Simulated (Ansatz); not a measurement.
## How Al(110) screens a field

Aim: image plane and induced charge of Al(110).

Main program and level: Ansatz 0.2.0; plane-wave DFT, PBE, Ansatz PAW.

## 1. Starting point

The cell holds 9 atoms: 9 Al. Cell: a = 4.050 Å, b = 2.864 Å, c = 29.455 Å, α = 90.0°, β = 90.0°, γ = 90.0°. Vacuum lies along c.

## 2. Single point, field 0

A sawtooth potential applies the field, turning back in the middle of the vacuum. With the dipole correction the typed value is the field outside the slab. The induced dipole is small, so the SCF threshold is tight.

File input.yaml:

```yaml
crystal:
  lattice:
    - [4.05, 0.0, 0.0]
    - [0.0, 2.8637824638, 0.0]
    - [0.0, 0.0, 29.4551298552]
  atoms:
    - { symbol: Al, position: [0.0, 0.0, 0.3055494932] }
    - { symbol: Al, position: [0.5, 0.5, 0.3541621199] }
    - { symbol: Al, position: [0.0, 0.0, 0.4027747466] }
    - { symbol: Al, position: [0.5, 0.5, 0.4513873733] }
    - { symbol: Al, position: [0.0, 0.0, 0.5] }
    - { symbol: Al, position: [0.5, 0.5, 0.5486126267] }
    - { symbol: Al, position: [0.0, 0.0, 0.5972252534] }
    - { symbol: Al, position: [0.5, 0.5, 0.6458378801] }
    - { symbol: Al, position: [0.0, 0.0, 0.6944505068] }
kpoints:
  mp_grid: { grid: [12, 18, 1] }
hamiltonian:
  xc: pbe
scf:
  occupations: { method: fermi_dirac, width: 0.1 }
  convergence: { dr2_threshold: 1.0e-10 }
efield:
  axis: 3
  dipole_correction: true
  ramp_position: 0.97
  ramp_width: 0.06
  amplitude: 0
output:
  forces: true
  write_potential: true
  write_density: true
  volumetric_format: npy
```

Launch:

```
ansatz run input.yaml --threads 2 --pin off --max-ram 3072MiB --backend cpu --events-out ev --progress --plain --runs-dir out
```

Numbers of over 12 decimals in the logs are rounded to 6 here.

What it wrote:

```text
Engine: ansatz 0.2.0, aarch64-unknown-linux-gnu
Pseudopotentials: kind: paw
Pseudopotential: Al, paw, valence charge 3, recommended cutoff 420 eV (normal), Al.paw.azcp
Functional definition: PBE
  parameter kappa = 0.804
  parameter beta = 0.066725
  exchange = pbe_x(kappa = kappa, mu = beta*pi^2/3)
  correlation = pbe_c(beta = beta)
Crystal: 9 atoms, lattice volume = 341.630 Å³
Basis set: ecut = 420 eV, 6703 PW (Γ), exchange–correlation on 60×40×400 points (8 copies of the dense FFT grid, shifted against one another)
Bands: 23, of which v1, the nominal top of the filled ones, is band 14 counted from 1 (13 counted from 0)
Symmetry: 4 space group operations
k-points: 70 of 216
Non-local potential: Al, projectors of the file, l = 0: 2, l = 1: 2, l = 2: 1
PAW form: soft (Blöchl's): semilocal exchange-correlation on the pseudo side does not see the compensation charge
PAW one-centre angular grid: Al, 110 points (default); XC on 64 Gauss nodes
Initial density: superposition of atomic densities (neutral atoms: chi_scale 0, normalization atom), corrected by the library's trained network
Initial wavefunctions: pseudopotential atomic-orbital guess
Functional: x = pbe(κ = 0.804, μ = 0.219515), c = pbe(β = 0.066725)
SCF iter   1: F=—  HF=-4836.147588 eV  |F-HF|=—  |Δ(HF+E_count)|=         —  Δρ=9.83e-4  dr2=4.33e-3  ethr=1.77e-3  p=0.000 e·Å  D=1.76e-14 V/Å  ΔV_dip=-0.00 eV  dr2_dipole=3.92e-7  V_vac-E_F(+/−)=4.03/4.03 eV  ⟨swp⟩=9.4  Hψ=11098  notcnv=0  defer=8
efield: sawtooth ramp at fractional position 0.9700 (set: `efield.ramp_position`, or a place that a band, a saddle search or an elastic batch's reference lends), width 0.0600; the density the first Hamiltonian is built on has a dipole p = 0.000 e·Å; the dipole correction subtracts the counter field D = 1.76e-14 V/Å, which shifts the + side's vacuum level by -0.00 eV against the − side's; the planar-averaged density in the ramp window peaks in size at 5.8e-6 e/Å³
preconditioner: auto → LDOS  [metal: Δε(μ)=0.018 eV  Ē_g=6.494 eV  σ=0.100 eV  W_gap=0.05  n_scr=34 (ndim 8)  ℏωp=10.4 eV  f_vac=0.461  D(μ)=3.78/eV (n_scr^D=12)  β→1.0]
SCF iter   2: F=—  HF=-4836.148946 eV  |F-HF|=—  |Δ(HF+E_count)|=   1.36e-3  Δρ=1.90e-4  dr2=2.06e-4  ethr=1.60e-5  p=0.000 e·Å  D=1.87e-5 V/Å  ΔV_dip=-0.00 eV  dr2_dipole=4.82e-7  V_vac-E_F(+/−)=4.14/4.14 eV  ⟨swp⟩=2.8  Hψ=3612  notcnv=0  defer=30
SCF iter   3: F=—  HF=-4836.149064 eV  |F-HF|=—  |Δ(HF+E_count)|=   1.18e-4  Δρ=4.93e-5  dr2=1.80e-5  ethr=7.63e-7  p=-0.000 e·Å  D=-5.80e-6 V/Å  ΔV_dip=0.00 eV  dr2_dipole=6.19e-9  V_vac-E_F(+/−)=4.13/4.13 eV  ⟨swp⟩=2.6  Hψ=2721  notcnv=0  defer=30
SCF iter   4: F=—  HF=-4836.149305 eV  |F-HF|=—  |Δ(HF+E_count)|=   2.41e-4  Δρ=1.25e-5  dr2=1.41e-6  ethr=6.66e-8  p=0.000 e·Å  D=8.45e-7 V/Å  ΔV_dip=-0.00 eV  dr2_dipole=1.49e-11  V_vac-E_F(+/−)=4.14/4.14 eV  ⟨swp⟩=2.6  Hψ=2781  notcnv=0  defer=30
SCF iter   5: F=—  HF=-4836.149297 eV  |F-HF|=—  |Δ(HF+E_count)|=   8.79e-6  Δρ=2.40e-6  dr2=2.96e-8  ethr=5.21e-9  p=0.000 e·Å  D=3.74e-8 V/Å  ΔV_dip=-0.00 eV  dr2_dipole=8.02e-12  V_vac-E_F(+/−)=4.14/4.14 eV  ⟨swp⟩=2.4  Hψ=2657  notcnv=0  defer=30
SCF iter   6: F=—  HF=-4836.149297 eV  |F-HF|=—  |Δ(HF+E_count)|=   4.90e-8  Δρ=5.08e-7  dr2=2.10e-9  ethr=1.10e-10  p=0.000 e·Å  D=3.43e-8 V/Å  ΔV_dip=-0.00 eV  dr2_dipole=3.66e-13  V_vac-E_F(+/−)=4.14/4.14 eV  ⟨swp⟩=2.4  Hψ=2696  notcnv=0  defer=30
SCF iter   7: F=-4836.149297 eV  HF=-4836.149297 eV  |F-HF|=4.38e-10  |Δ(HF+E_count)|=   8.21e-9  Δρ=9.60e-8  dr2=2.77e-11  ethr=1.00e-12  p=-0.000 e·Å  D=-5.79e-9 V/Å  ΔV_dip=0.00 eV  dr2_dipole=4.22e-14  V_vac-E_F(+/−)=4.14/4.14 eV  ⟨swp⟩=13.1  Hψ=12054  notcnv=0
SCF 1 converged in 7 iterations: F = -4836.149297 eV  dr2 = 2.77e-11
  greatest PAW one-centre occupation: 0.483 electrons in one spin orbital (limit 2), on the Al atom at site 0 (counted from 0), in its partial waves of l = 0
WARN: The output density's exchange-correlation potential varies sharply where the density is thin. Do not read a vacuum level from v_tot or v_xc, or from such a field of the output density. On a cell that repeats whose density bears no net charge and no dipole along the vacuum's axis use v_es (v_loc + v_h of the components); under efield.dipole_correction with no amplitude use v_es + v_field, which holds any externa [...]
SCF converged after 7 iterations
Free energy (F): -4836.149297 eV
Harris-Foulkes:  -4836.149297 eV  (|F-HF|=4.38e-10)
Internal energy: -4836.024297 eV  (E = F + TS)
E sigma→0 (E₀):  -4836.086797 eV
Entropy (-TS):   -0.125000 eV (-13.889 meV/atom)
Fermi energy:    1.161819 eV
Dipole field:    D = 0.000000 V/Å  (p = 0.000000 e·Å, saw-weighted, corrected)
Work function:   Φ+ = 4.1369 eV   Φ− = 4.1369 eV
Levels:          The Fermi level and band energies are counted from a zero that moves with the ramp; work functions are not
--- Per-component energies (eV) ---
  E_band       = -81.181556
  E_kinetic    = 196.845415
  E_local      = -8664.311469  (includes V_loc(G=0)·N_el)
  E_nonlocal   = 93.689051
  E_hartree    = 4289.830594
  E_xc         = -352.976393
  E_vxc        = -254.389311  (∫ρ·V_xc dr)
  E_paw        = -4205.677679  (= ΣΔE_a)
  E_vpaw       = -32.676410  (= ΣTr[D̂ρ^β])
  E_aug_tail   = -0.000020  (compensation charges beyond the density's cutoff)
  E_efield     = 0.000000  (sawtooth field / dipole correction)
  E_vefield    = 0.000000  (∫n·V_field dr)
  E_ewald      = 3806.576204
  E_smearing   = -0.125000  (= −TS)
  E_closure    = 0.000000  (closes the sum)
  Σ components = -4836.149297   (vs F -4836.149297, Δ=0.00e0)
--- Forces (eV/Å), atoms counted from 1 ---
  atom   1  Al     0.00000000     0.00000000     0.17682813
  atom   2  Al     0.00000000     0.00000000    -0.13944540
  atom   3  Al     0.00000000     0.00000000     0.00856435
  atom   4  Al     0.00000000     0.00000000    -0.09426491
  atom   5  Al     0.00000000     0.00000000    -0.00000003
  atom   6  Al     0.00000000     0.00000000     0.09426486
  atom   7  Al     0.00000000     0.00000000    -0.00856425
  atom   8  Al     0.00000000     0.00000000     0.13944543
  atom   9  Al     0.00000000     0.00000000    -0.17682822
  max |Σ_I F_I| component: 3.33e-8 eV/Å
--- Band table (eV; the first three rows and the last of 70) ---
  k-point 0: bands = [... 10 lower, -0.0560, 0.2374, 0.4265, 1.1980, 1.3580, 2.2492, 2.7473, 2.8371, ... 5 higher]
  k-point 1: bands = [... 10 lower, -0.0050, 0.2862, 0.4792, 1.2490, 1.4096, 2.2899, 2.7984, 2.8862, ... 5 higher]
  k-point 2: bands = [... 10 lower, 0.1481, 0.4289, 0.6361, 1.4022, 1.5620, 2.3864, 2.9517, 3.0295, ... 5 higher]
  k-point 69: bands = [... 10 lower, -1.6577, -1.1992, -0.6036, -0.5683, -0.4995, 0.4250, 0.5726, 1.3930, ... 5 higher]
```

Run time: 35 s. Hardware: 2 threads of Arm Neoverse V1, shared host; peak memory 0.75 GiB.

Reading the cycles: dr2 is the Hartree energy of the density residual (eV), the measure of convergence; HF is the Harris–Foulkes estimate of the energy, which meets the free energy F at convergence.

Numbers from this step:

```
energy at zero smearing   : -4836.0868 eV
work function, upper face : 4.137 eV
dipole along the normal   : 3.88e-7 e·Å
```

Running mean over 1.432 Å of the planar mean; the ramp of the sawtooth is left out. Table of electron's electrostatic potential energy less the Fermi level by z:

| z (Å) | electron's electrostatic potential energy less the Fermi level (eV) |
| --- | --- |
| 3.5 | 4.14 |
| 4.0 | 4.14 |
| 4.5 | 4.14 |
| 5.0 | 4.13 |
| 5.5 | 4.13 |
| 6.0 | 4.10 |
| 6.5 | 4.02 |
| 7.0 | 3.73 |
| 7.5 | 2.84 |
| 8.0 | 0.794 |
| 8.5 | -1.56 |
| 9.0 | -3.56 |
| 9.5 | -4.38 |
| 10.0 | -4.55 |
| 10.5 | -4.58 |
| 11.0 | -4.59 |
| 11.5 | -4.59 |
| 12.0 | -4.58 |
| 12.5 | -4.57 |
| 13.0 | -4.57 |
| 13.5 | -4.57 |
| 14.0 | -4.57 |
| 14.5 | -4.57 |
| 15.0 | -4.57 |
| 15.5 | -4.56 |
| 16.0 | -4.57 |
| 16.5 | -4.57 |
| 17.0 | -4.57 |
| 17.5 | -4.58 |
| 18.0 | -4.59 |
| 18.5 | -4.59 |
| 19.0 | -4.58 |
| 19.5 | -4.55 |
| 20.0 | -4.35 |
| 20.5 | -3.42 |
| 21.0 | -1.35 |
| 21.5 | 1.01 |
| 22.0 | 2.95 |
| 22.5 | 3.77 |
| 23.0 | 4.03 |
| 23.5 | 4.10 |
| 24.0 | 4.13 |
| 24.5 | 4.13 |
| 25.0 | 4.14 |
| 25.5 | 4.14 |
| 26.0 | 4.14 |

Force by atom:

| atom | x (eV/Å) | y (eV/Å) | z (eV/Å) | size |
| --- | --- | --- | --- | --- |
| Al1 | 0.000 | 0.000 | 0.177 | 0.177 |
| Al2 | 0.000 | 0.000 | -0.139 | 0.139 |
| Al3 | 0.000 | 0.000 | 0.009 | 0.009 |
| Al4 | 0.000 | 0.000 | -0.094 | 0.094 |
| Al5 | 0.000 | 0.000 | 0.000 | 0.000 |
| Al6 | 0.000 | 0.000 | 0.094 | 0.094 |
| Al7 | 0.000 | 0.000 | -0.009 | 0.009 |
| Al8 | 0.000 | 0.000 | 0.139 | 0.139 |
| Al9 | 0.000 | 0.000 | -0.177 | 0.177 |

The work function of the upper face is 4.14 eV.

## 3. Atoms held, field 0.05 V/Å

input.yaml, as its differences from that of step 2:

```diff
@@ -27,3 +27,3 @@
   ramp_width: 0.06
-  amplitude: 0
+  amplitude: 0.05
 output:
```

What it wrote:

```text
[...]
Crystal: 9 atoms, lattice volume = 341.630 Å³
Basis set: ecut = 420 eV, 6703 PW (Γ), exchange–correlation on 60×40×400 points (8 copies of the dense FFT grid, shifted against one another)
Bands: 23, of which v1, the nominal top of the filled ones, is band 14 counted from 1 (13 counted from 0)
Symmetry: 4 space group operations
k-points: 70 of 216
[...]
k-point 0: bands = [... 10 lower, -0.0562, 0.2372, 0.4263, 1.1978, 1.3578, 2.2488, 2.7471, 2.8369, ... 5 higher]
  k-point 1: bands = [... 10 lower, -0.0052, 0.2860, 0.4791, 1.2488, 1.4094, 2.2895, 2.7982, 2.8860, ... 5 higher]
  k-point 2: bands = [... 10 lower, 0.1479, 0.4287, 0.6359, 1.4020, 1.5618, 2.3860, 2.9515, 3.0293, ... 5 higher]
  k-point 69: bands = [... 10 lower, -1.6579, -1.1994, -0.6038, -0.5685, -0.4997, 0.4248, 0.5724, 1.3928, ... 5 higher]
[key lines of the parts left out:]
SCF converged after 10 iterations
Free energy (F): -4836.150471 eV
Fermi energy:    1.161644 eV
Dipole field:    D = 0.024877 V/Å  (p = 0.046966 e·Å, saw-weighted, corrected)
```

The job ended after 40 s (2 threads; peak memory 0.74 GiB; 80 s of CPU time).

The dipole is 0.0470 e·Å.

## 4. Single point, field -0.05 V/Å

input.yaml, as its differences from that of step 3:

```diff
@@ -27,3 +27,3 @@
   ramp_width: 0.06
-  amplitude: 0.05
+  amplitude: -0.05
 output:
```

What it wrote:

```text
[...]
Crystal: 9 atoms, lattice volume = 341.630 Å³
Basis set: ecut = 420 eV, 6703 PW (Γ), exchange–correlation on 60×40×400 points (8 copies of the dense FFT grid, shifted against one another)
Bands: 23, of which v1, the nominal top of the filled ones, is band 14 counted from 1 (13 counted from 0)
Symmetry: 4 space group operations
k-points: 70 of 216
[...]
k-point 0: bands = [... 10 lower, -0.0562, 0.2372, 0.4263, 1.1978, 1.3578, 2.2488, 2.7471, 2.8369, ... 5 higher]
  k-point 1: bands = [... 10 lower, -0.0052, 0.2860, 0.4791, 1.2488, 1.4094, 2.2895, 2.7982, 2.8860, ... 5 higher]
  k-point 2: bands = [... 10 lower, 0.1479, 0.4287, 0.6359, 1.4020, 1.5618, 2.3860, 2.9515, 3.0293, ... 5 higher]
  k-point 69: bands = [... 10 lower, -1.6579, -1.1994, -0.6038, -0.5685, -0.4997, 0.4248, 0.5724, 1.3928, ... 5 higher]
[key lines of the parts left out:]
SCF converged after 10 iterations
Free energy (F): -4836.150471 eV
Fermi energy:    1.161644 eV
Dipole field:    D = -0.024877 V/Å  (p = -0.046966 e·Å, saw-weighted, corrected)
```

Elapsed: 41 s, on 2 threads; peak memory 0.74 GiB; 81 s of CPU time.

The dipole is -0.0470 e·Å.

## 5. Single point, field 0.1 V/Å

input.yaml, as its differences from that of step 4:

```diff
@@ -27,3 +27,3 @@
   ramp_width: 0.06
-  amplitude: -0.05
+  amplitude: 0.1
 output:
```

What it wrote:

```text
[...]
Crystal: 9 atoms, lattice volume = 341.630 Å³
Basis set: ecut = 420 eV, 6703 PW (Γ), exchange–correlation on 60×40×400 points (8 copies of the dense FFT grid, shifted against one another)
Bands: 23, of which v1, the nominal top of the filled ones, is band 14 counted from 1 (13 counted from 0)
Symmetry: 4 space group operations
k-points: 70 of 216
[...]
k-point 0: bands = [... 10 lower, -0.0567, 0.2366, 0.4258, 1.1973, 1.3573, 2.2477, 2.7466, 2.8364, ... 5 higher]
  k-point 1: bands = [... 10 lower, -0.0057, 0.2855, 0.4785, 1.2483, 1.4089, 2.2884, 2.7977, 2.8854, ... 5 higher]
  k-point 2: bands = [... 10 lower, 0.1474, 0.4281, 0.6354, 1.4015, 1.5613, 2.3850, 2.9510, 3.0288, ... 5 higher]
  k-point 69: bands = [... 10 lower, -1.6584, -1.1999, -0.6043, -0.5690, -0.5002, 0.4243, 0.5719, 1.3923, ... 5 higher]
[key lines of the parts left out:]
SCF converged after 10 iterations
Free energy (F): -4836.153993 eV
Fermi energy:    1.161122 eV
Dipole field:    D = 0.049756 V/Å  (p = 0.093937 e·Å, saw-weighted, corrected)
```

The job ended after 41 s (2 threads; peak memory 0.74 GiB; 82 s of CPU time).

The dipole is 0.0939 e·Å.

## 6. Atoms held, field -0.1 V/Å

input.yaml, as its differences from that of step 5:

```diff
@@ -27,3 +27,3 @@
   ramp_width: 0.06
-  amplitude: 0.1
+  amplitude: -0.1
 output:
```

What it wrote:

```text
[...]
Crystal: 9 atoms, lattice volume = 341.630 Å³
Basis set: ecut = 420 eV, 6703 PW (Γ), exchange–correlation on 60×40×400 points (8 copies of the dense FFT grid, shifted against one another)
Bands: 23, of which v1, the nominal top of the filled ones, is band 14 counted from 1 (13 counted from 0)
Symmetry: 4 space group operations
k-points: 70 of 216
[...]
k-point 0: bands = [... 10 lower, -0.0567, 0.2366, 0.4258, 1.1973, 1.3573, 2.2477, 2.7466, 2.8364, ... 5 higher]
  k-point 1: bands = [... 10 lower, -0.0057, 0.2855, 0.4785, 1.2483, 1.4089, 2.2884, 2.7977, 2.8854, ... 5 higher]
  k-point 2: bands = [... 10 lower, 0.1474, 0.4281, 0.6354, 1.4015, 1.5613, 2.3850, 2.9510, 3.0288, ... 5 higher]
  k-point 69: bands = [... 10 lower, -1.6584, -1.1999, -0.6043, -0.5690, -0.5002, 0.4243, 0.5719, 1.3923, ... 5 higher]
[key lines of the parts left out:]
SCF converged after 10 iterations
Free energy (F): -4836.153993 eV
Fermi energy:    1.161122 eV
Dipole field:    D = -0.049756 V/Å  (p = -0.093937 e·Å, saw-weighted, corrected)
```

Elapsed: 41 s, on 2 threads; peak memory 0.74 GiB.

The dipole is -0.0939 e·Å.

## 7. Single point, field 0.2 V/Å

input.yaml, as its differences from that of step 6:

```diff
@@ -27,3 +27,3 @@
   ramp_width: 0.06
-  amplitude: -0.1
+  amplitude: 0.2
 output:
```

What it wrote:

```text
[...]
Crystal: 9 atoms, lattice volume = 341.630 Å³
Basis set: ecut = 420 eV, 6703 PW (Γ), exchange–correlation on 60×40×400 points (8 copies of the dense FFT grid, shifted against one another)
Bands: 23, of which v1, the nominal top of the filled ones, is band 14 counted from 1 (13 counted from 0)
Symmetry: 4 space group operations
k-points: 70 of 216
[...]
k-point 0: bands = [... 10 lower, -0.0588, 0.2343, 0.4236, 1.1952, 1.3552, 2.2433, 2.7445, 2.8343, ... 5 higher]
  k-point 1: bands = [... 10 lower, -0.0078, 0.2831, 0.4764, 1.2462, 1.4068, 2.2841, 2.7956, 2.8833, ... 5 higher]
  k-point 2: bands = [... 10 lower, 0.1453, 0.4258, 0.6333, 1.3994, 1.5592, 2.3810, 2.9489, 3.0266, ... 5 higher]
  k-point 69: bands = [... 10 lower, -1.6605, -1.2020, -0.6064, -0.5711, -0.5023, 0.4222, 0.5698, 1.3902, ... 5 higher]
[key lines of the parts left out:]
SCF converged after 10 iterations
Free energy (F): -4836.168085 eV
Fermi energy:    1.159024 eV
Dipole field:    D = 0.099530 V/Å  (p = 0.187909 e·Å, saw-weighted, corrected)
```

Wall time 41 s (2 threads); peak memory 0.74 GiB.

The dipole is 0.188 e·Å.

## 8. Single point, field -0.2 V/Å

input.yaml, as its differences from that of step 7:

```diff
@@ -27,3 +27,3 @@
   ramp_width: 0.06
-  amplitude: 0.2
+  amplitude: -0.2
 output:
```

What it wrote:

```text
[...]
Crystal: 9 atoms, lattice volume = 341.630 Å³
Basis set: ecut = 420 eV, 6703 PW (Γ), exchange–correlation on 60×40×400 points (8 copies of the dense FFT grid, shifted against one another)
Bands: 23, of which v1, the nominal top of the filled ones, is band 14 counted from 1 (13 counted from 0)
Symmetry: 4 space group operations
k-points: 70 of 216
[...]
k-point 0: bands = [... 10 lower, -0.0588, 0.2343, 0.4236, 1.1952, 1.3552, 2.2433, 2.7445, 2.8343, ... 5 higher]
  k-point 1: bands = [... 10 lower, -0.0078, 0.2831, 0.4764, 1.2462, 1.4068, 2.2841, 2.7956, 2.8833, ... 5 higher]
  k-point 2: bands = [... 10 lower, 0.1453, 0.4258, 0.6333, 1.3994, 1.5592, 2.3810, 2.9489, 3.0266, ... 5 higher]
  k-point 69: bands = [... 10 lower, -1.6605, -1.2020, -0.6064, -0.5711, -0.5023, 0.4222, 0.5698, 1.3902, ... 5 higher]
[key lines of the parts left out:]
SCF converged after 10 iterations
Free energy (F): -4836.168085 eV
Fermi energy:    1.159024 eV
Dipole field:    D = -0.099530 V/Å  (p = -0.187909 e·Å, saw-weighted, corrected)
```

The job ended after 41 s (2 threads; peak memory 0.74 GiB; 82 s of CPU time).

The dipole is -0.188 e·Å.

## 9. Atoms held, field 0.4 V/Å

input.yaml, as its differences from that of step 8:

```diff
@@ -27,3 +27,3 @@
   ramp_width: 0.06
-  amplitude: -0.2
+  amplitude: 0.4
 output:
@@ -33 +33,2 @@
   volumetric_format: npy
+  elf: true
```

What it wrote:

```text
[...]
Crystal: 9 atoms, lattice volume = 341.630 Å³
Basis set: ecut = 420 eV, 6703 PW (Γ), exchange–correlation on 60×40×400 points (8 copies of the dense FFT grid, shifted against one another)
Bands: 23, of which v1, the nominal top of the filled ones, is band 14 counted from 1 (13 counted from 0)
Symmetry: 4 space group operations
k-points: 70 of 216
[...]
k-point 0: bands = [... 10 lower, -0.0674, 0.2248, 0.4150, 1.1866, 1.3466, 2.2243, 2.7361, 2.8254, ... 5 higher]
  k-point 1: bands = [... 10 lower, -0.0164, 0.2736, 0.4678, 1.2377, 1.3982, 2.2654, 2.7872, 2.8745, ... 5 higher]
  k-point 2: bands = [... 10 lower, 0.1367, 0.4163, 0.6246, 1.3908, 1.5505, 2.3639, 2.9404, 3.0177, ... 5 higher]
  k-point 69: bands = [... 10 lower, -1.6691, -1.2106, -0.6149, -0.5796, -0.5109, 0.4138, 0.5613, 1.3818, ... 5 higher]
[key lines of the parts left out:]
SCF converged after 10 iterations
Free energy (F): -4836.224480 eV
Fermi energy:    1.150442 eV
Dipole field:    D = 0.199217 V/Å  (p = 0.376116 e·Å, saw-weighted, corrected)
```

The job ended after 43 s (2 threads; peak memory 0.74 GiB; 85 s of CPU time).

Running mean over 1.432 Å of the planar mean, with the applied field; the ramp of the sawtooth is left out. Electron's electrostatic potential energy less the Fermi level against z:

z (Å), electron's electrostatic potential energy less the Fermi level (eV) and a bar from the least value:
```
        4       2.80 #####################
        5       3.20 #######################
        6       3.55 ########################
        7       3.51 ########################
        8       0.76 ################
        9      -3.56 ###
       10      -4.55 
       11      -4.59 
       12      -4.58 
       13      -4.57 
       14      -4.56 
       15      -4.57 
       16      -4.57 
       17      -4.57 
       18      -4.59 
       19      -4.58 
       20      -4.35 #
       21      -1.34 #########
       22       3.08 ######################
       23       4.45 ##########################
       24       4.93 ############################
       25       5.34 #############################
       26       5.74 ##############################
```

The dipole is 0.376 e·Å.

(Continued in part 2 of 2.)

[Logs are printed without paths, hosts, clocks, repeated set-up lines and the standing remarks that a program may print on its own settings, such as how far it seeks lower states.]

[Hosts, paths, dates, database ids (printed as entryN), source tags and the programs' standing remarks are cut or masked in the printed files.]

[Maps of the electrostatic potential energy from Ansatz leave out the sawtooth potential of an applied field or a dipole correction, so their vacuum need not be flat; planar profiles and work functions include it.]
